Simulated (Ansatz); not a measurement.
# Random fcc alloy of Pd and Rh (500 atoms): geometry optimisation

Aim: bring random fcc alloy of Pd and Rh (500 atoms) to a nearby minimum of the energy and see what moves.

Main program and level: Ansatz 0.2.0; Kohn-Sham DFT, RPBE, PAW (set soft_2), localised support functions (medium).

**1. Starting point**

The cell holds 500 atoms: 222 Pd and 278 Rh. Its edges and angles: a = 19.208 Å, b = 19.208 Å, c = 19.208 Å, α = 90.0°, β = 90.0°, γ = 90.0°. It derives from Pd (fcc) and Rh, repeated 5×5×5. Fcc Pd, 5 x 5 x 5 conventional cells, 278 of 500 Pd sites given to Rh at random (x = 0.556), lattice by Vegard's rule (a = 3.842 Å); every coordinate displaced by a Gaussian of 0.05 Å.

Limits known from the start: The host structure and its lattice constant were typed by rule, without a check against the phase diagram. The Brillouin zone is sampled at Γ only, in a cell whose shortest periodic width is 19 Å.

**2. Single point at the start**

The forces at the start show how far the geometry lies from a minimum of this functional.

File input.yaml:

```yaml
crystal:
  lattice:
    - [19.208, 0.0, 0.0]
    - [0.0, 19.208, 0.0]
    - [0.0, 0.0, 19.208]
  atoms:
    - { symbol: Pd, position: [0.00201, 0.00018, 0.00267] }
    - { symbol: Pd, position: [0.99951, 0.09933, 0.10068] }
    - { symbol: Pd, position: [0.10073, 0.00289, 0.09805] }
    - { symbol: Rh, position: [0.09979, 0.098, 0.99882] }
    [... 490 atom lines left out ...]
    - { symbol: Pd, position: [0.89865, 0.80177, 0.69483] }
    - { symbol: Rh, position: [0.90167, 0.89882, 0.59684] }
    - { symbol: Rh, position: [0.79631, 0.79723, 0.80175] }
    - { symbol: Pd, position: [0.79945, 0.9005, 0.89854] }
    - { symbol: Pd, position: [0.89942, 0.79366, 0.90215] }
    - { symbol: Rh, position: [0.89959, 0.89964, 0.79692] }
kpoints:
  mp_grid: { grid: [1, 1, 1] }
hamiltonian:
  xc: rpbe
scf:
  occupations: { method: fermi_dirac, width: 0.1 }
  eigensolver: { kind: { support_functions: { accuracy: medium } } }
  max_iter: 150
output:
  forces: true
  stress: true
  populations: true
  dos:
    method: { smearing: { sigma: 0.15 } }
    de: 0.1
    projected: { site_lists: { Pd: [Pd], Rh: [Rh] } }
```

Launch:

```console
$ ansatz run input.yaml --threads 32 --pin off --max-ram 143360MiB --backend cuda --events-out ev --progress --plain --runs-dir out
```

Elapsed: 1.8 min, on 1 × NVIDIA GB200 with 32 threads of Arm Neoverse V2, shared host; peak memory 5.9 GiB.

That memory is the host's. Forces of this run were stored rounded, and per-atom blocks of the log weren't kept.

The program notes that the band table was not solved further than the SCF left it and it switched symmetry off.

Read from the output:

```yaml
free_energy: -3331718.0398 eV
free_energy_per_atom: -6663.4361 eV/atom
scf_cycles: 46
pressure: 13.16 GPa
r_m_s_force_component: 0.6922 eV/Å
longest_force: 2.978 eV/Å
fermi_energy: 21.42 eV
levels_partly_filled_by_over_2_per_cent: 330
spilling_of_the_projection: 0.01172
```

The r.m.s. force component of 0.69 eV/Å and the pressure of 13 GPa set the starting point.

Length of the force by element:

| element | coordination | atoms | mean length of the force (eV/Å) | spread | least | most |
| --- | --- | --- | --- | --- | --- | --- |
| Pd | all | 222 | 1.13 | 0.536 | 0.172 | 2.73 |
| Rh | all | 278 | 1.04 | 0.501 | 0.111 | 2.98 |

**3. Relaxation**

With the cell held, the atoms are moved downhill towards a nearby minimum.

input.yaml, the sections that differ from step 2:

```yaml
output:
  forces: true
relax:
  f_tol: 0.05
  max_steps: 200
# crystal, kpoints, hamiltonian, scf: as in step 2
```

Wall time 60 s (1 × NVIDIA GB200 with 32 threads); peak memory 3 GiB; 2.2 min of CPU time.

That memory is the host's.

Relaxation path:

| step | energy less that of the first step (eV) | largest force component (eV/Å) |
| --- | --- | --- |
| 1 | 0.0000 | 2.5454 |
| 2 | -22.7415 | 0.6244 |
| 3 | -23.8596 | 0.0236 |

The atoms that moved most (Å):

| atom | dx | dy | dz | length |
| --- | --- | --- | --- | --- |
| Rh166 | -0.048 | 0.182 | 0.141 | 0.235 |
| Rh268 | 0.180 | -0.048 | -0.078 | 0.202 |
| Rh358 | -0.166 | -0.043 | 0.088 | 0.192 |
| Pd245 | -0.001 | 0.172 | 0.040 | 0.176 |
| Pd355 | 0.116 | -0.052 | -0.122 | 0.176 |
| Rh475 | 0.085 | -0.128 | -0.081 | 0.174 |
| Rh70 | 0.015 | -0.087 | 0.143 | 0.168 |
| Rh347 | -0.145 | 0.047 | 0.072 | 0.168 |

The relaxation changed the energy by -47.7 meV/atom, and atoms moved by 0.091 Å r.m.s., 0.23 Å at most.

**4. Local order after relaxation**

Bonds before and after, by the cutoffs listed below:

| pair | bonds before | bonds after | mean before (Å) | mean after (Å) | spread before (Å) | spread after (Å) |
| --- | --- | --- | --- | --- | --- | --- |
| Rh-Rh | 928 | 928 | 2.717 | 2.698 | 0.069 | 0.028 |
| Rh-Pd | 1480 | 1480 | 2.720 | 2.723 | 0.068 | 0.023 |
| Pd-Pd | 592 | 592 | 2.715 | 2.730 | 0.069 | 0.017 |

Density 12.2 g/cm³, 14.17 Å³ an atom.

Pair distribution functions g(r), in bins of 0.2 Å:

| r (Å) | total | Rh-Rh | Rh-Pd | Pd-Pd |
| --- | --- | --- | --- | --- |
| 2.60 | 2.40 | 5.10 | 1.55 | 0.27 |
| 2.80 | 6.75 | 4.21 | 7.56 | 8.80 |
| 3.00 | 0.00 | 0.00 | 0.00 | 0.00 |
| 3.20 | 0.00 | 0.00 | 0.00 | 0.00 |
| 3.40 | 0.00 | 0.00 | 0.00 | 0.00 |
| 3.60 | 0.00 | 0.00 | 0.00 | 0.00 |
| 3.80 | 2.18 | 2.20 | 2.07 | 2.43 |
| 4.00 | 0.11 | 0.18 | 0.11 | 0.01 |
| 4.20 | 0.00 | 0.00 | 0.00 | 0.00 |
| 4.40 | 0.00 | 0.00 | 0.00 | 0.00 |
| 4.60 | 2.69 | 3.14 | 2.69 | 1.96 |
| 4.80 | 3.43 | 3.06 | 3.32 | 4.27 |
| 5.00 | 0.00 | 0.00 | 0.00 | 0.00 |
| 5.20 | 0.00 | 0.00 | 0.00 | 0.00 |
| 5.40 | 2.24 | 2.22 | 2.26 | 2.24 |
| 5.60 | 0.05 | 0.07 | 0.05 | 0.03 |
| 5.80 | 0.00 | 0.00 | 0.00 | 0.00 |
| 6.00 | 2.96 | 2.92 | 2.94 | 3.09 |
| 6.20 | 0.70 | 0.77 | 0.70 | 0.60 |
| 6.40 | 0.00 | 0.00 | 0.00 | 0.00 |
| 6.60 | 0.95 | 0.93 | 0.96 | 0.96 |
| 6.80 | 0.07 | 0.07 | 0.08 | 0.04 |
| 7.00 | 0.02 | 0.06 | 0.01 | 0.00 |
| 7.20 | 5.21 | 5.20 | 5.20 | 5.28 |
| 7.40 | 0.00 | 0.01 | 0.00 | 0.00 |
| 7.60 | 0.40 | 0.38 | 0.41 | 0.40 |
| 7.80 | 0.17 | 0.18 | 0.17 | 0.15 |

Neighbours by pair of elements; one cutoff, the widest of the pairs' first minima of g(r), serves all pairs of this metal:

| pair A-B | cutoff (Å) | bonds | mean length (Å) | spread (Å) | shortest (Å) | B about A | A about B |
| --- | --- | --- | --- | --- | --- | --- | --- |
| Rh-Rh | 3.18 | 928 | 2.70 | 0.028 | 2.62 | 6.68 | 6.68 |
| Rh-Pd | 3.18 | 1480 | 2.72 | 0.023 | 2.65 | 5.32 | 6.67 |
| Pd-Pd | 3.18 | 592 | 2.73 | 0.017 | 2.69 | 5.33 | 5.33 |

How many atoms have how many bonded neighbours:

| element | mean | 12 |
| --- | --- | --- |
| Pd | 12 | 222 |
| Rh | 12 | 278 |

By these cutoffs all Pd atoms have 12 and all Rh atoms have 12 bonded neighbours.

**5. Single point at the relaxed geometry**

One more single point at the end of the walk gives the fuller output and checks the residual forces.

File input.yaml:

```yaml
crystal:
  lattice:
    - [19.208, 0.0, 0.0]
    - [0.0, 19.208, 0.0]
    - [0.0, 0.0, 19.208]
  atoms:
    - { symbol: Pd, position: [0.00024, 0.99886, 0.99953] }
    - { symbol: Pd, position: [0.00016, 0.0989, 0.10012] }
    - { symbol: Pd, position: [0.10102, 0.99849, 0.09989] }
    - { symbol: Rh, position: [0.1023, 0.09711, 0.99749] }
    [... 490 atom lines left out ...]
    - { symbol: Pd, position: [0.90089, 0.80064, 0.69873] }
    - { symbol: Rh, position: [0.90398, 0.89969, 0.59902] }
    - { symbol: Rh, position: [0.79926, 0.80104, 0.79935] }
    - { symbol: Pd, position: [0.79934, 0.90047, 0.89892] }
    - { symbol: Pd, position: [0.89994, 0.80031, 0.89921] }
    - { symbol: Rh, position: [0.90109, 0.90019, 0.7993] }
kpoints:
  mp_grid: { grid: [1, 1, 1] }
hamiltonian:
  xc: rpbe
scf:
  occupations: { method: fermi_dirac, width: 0.1 }
  eigensolver: { kind: { support_functions: { accuracy: medium } } }
  max_iter: 150
output:
  forces: true
  stress: true
  populations: true
  dos:
    method: { smearing: { sigma: 0.1 } }
    de: 0.1
    projected: { site_lists: { Pd: [Pd], Rh: [Rh] } }
  write_density: true
  write_potential: true
  volumetric_format: npy
```

It took 37 s on 1 × NVIDIA GB200 with 32 threads; peak memory 5.9 GiB; 1.8 min of CPU time.

That memory is the host's; the program planned up to 20.6 GiB on the GPU.

The program notes that the forces don't sum to zero within tolerance.

Numbers from this run:

| Quantity | Value |
| --- | --- |
| free energy | -3331741.8775 eV |
| free energy per atom | -6663.4838 eV/atom |
| SCF cycles | 14 |
| pressure | 11.61 GPa |
| r.m.s. force component | 0.00613 eV/Å |
| longest force | 0.02672 eV/Å |
| Fermi energy | 21.41 eV |
| levels partly filled by over 2 per cent | 327 |
| spilling of the projection | 0.01173 |

Density of states as counts of states in windows of 1 eV (from the Fermi level), total and some projections:

| from (eV) | to (eV) | total | Rh d | Pd d | Rh s |
| --- | --- | --- | --- | --- | --- |
| -18 | -8 | 0.0 | 0.0 | 0.0 | 0.0 |
| -8 | -7 | 13.8 | 0.0 | 0.0 | 12.6 |
| -7 | -6 | 45.3 | 3.4 | 2.8 | 35.4 |
| -6 | -5 | 636.8 | 273.7 | 247.1 | 97.3 |
| -5 | -4 | 855.6 | 381.0 | 424.1 | 32.7 |
| -4 | -3 | 696.2 | 303.1 | 362.8 | 17.6 |
| -3 | -2 | 998.8 | 504.6 | 428.3 | 36.3 |
| -2 | -1 | 787.2 | 400.8 | 344.2 | 19.9 |
| -1 | 0 | 704.8 | 420.7 | 242.5 | 22.6 |
| 0 | 1 | 563.3 | 388.4 | 129.4 | 29.4 |
| 1 | 2 | 69.7 | 21.3 | 5.5 | 23.6 |
| 2 | 3 | 192.1 | 35.1 | 13.4 | 49.2 |
| 3 | 4 | 58.5 | 6.3 | 2.4 | 13.6 |
| 4 | 5 | 120.4 | 9.3 | 3.2 | 20.6 |

The stored curve holds about 4738 of the 8722 electrons; the rest, give or take the few that broadening carries across the Fermi level, lie in deeper levels below its range.

Not all projections were asked for or kept, so they needn't add up to the total.

The levels nearest the highest filled one (over half full), pooled over k-points and spins:

| level less the highest filled one (eV) | occupation |
| --- | --- |
| -0.0097 | 1.05 |
| -0.0075 | 1.04 |
| -0.0073 | 1.04 |
| -0.003 | 1.02 |
| -0.0015 | 1.01 |
| 0 | 1.00 |
| 0.0016 | 0.994 |
| 0.0043 | 0.98 |
| 0.0061 | 0.972 |
| 0.0104 | 0.95 |
| 0.0137 | 0.934 |
| 0.0176 | 0.914 |

Within 0.4 eV of the Fermi level the largest share is Rh d (67 % of the projected weight).

**6. Summary of results**

| Item | Value |
| --- | --- |
| energy change in the relaxation | -47.72 meV/atom |
| r.m.s. displacement | 0.091 Å |
| largest displacement | 0.235 Å |
| free energy per atom | -6663.4838 eV/atom |
| density | 12.24 g/cm³ |
| pressure | 11.61 GPa |
| r.m.s. force component | 0.00613 eV/Å |
| wall time of the 3 DFT runs | 3.5 min |

In words: Relaxation lowers the energy by 47.7 meV/atom and moves atoms by 0.091 Å r.m.s.; the r.m.s. force component goes from 0.69 to 0.0061 eV/Å, the pressure goes from 13 to 12 GPa. By the final cutoffs no bond was broken or made. The r.m.s. move is of the size of the random displacements put into the start (0.087 Å r.m.s. in three dimensions). From the first step to the last the energy fell by 23.860 eV, and the largest move was 0.23 Å (Rh166). The Rh-Rh bonds change most in mean length: from 2.717 Å (spread 0.069) to 2.698 Å (spread 0.028). With the cutoffs above, all Pd atoms have 12 and all Rh atoms have 12 bonded neighbours. 327 levels are partly filled, by over 2 % (at Γ alone), as in a metal.

What to keep in mind: The forces don't sum to zero within the program's tolerance. The pressure of 12 GPa means that a free cell would grow at this level.

[Logs are printed without paths, hosts, clocks, repeated set-up lines and the standing remarks that a program may print on its own settings, such as how far it seeks lower states.]

[Hosts, paths, dates, database ids (printed as entryN), source tags and the programs' standing remarks are cut or masked in the printed files.]
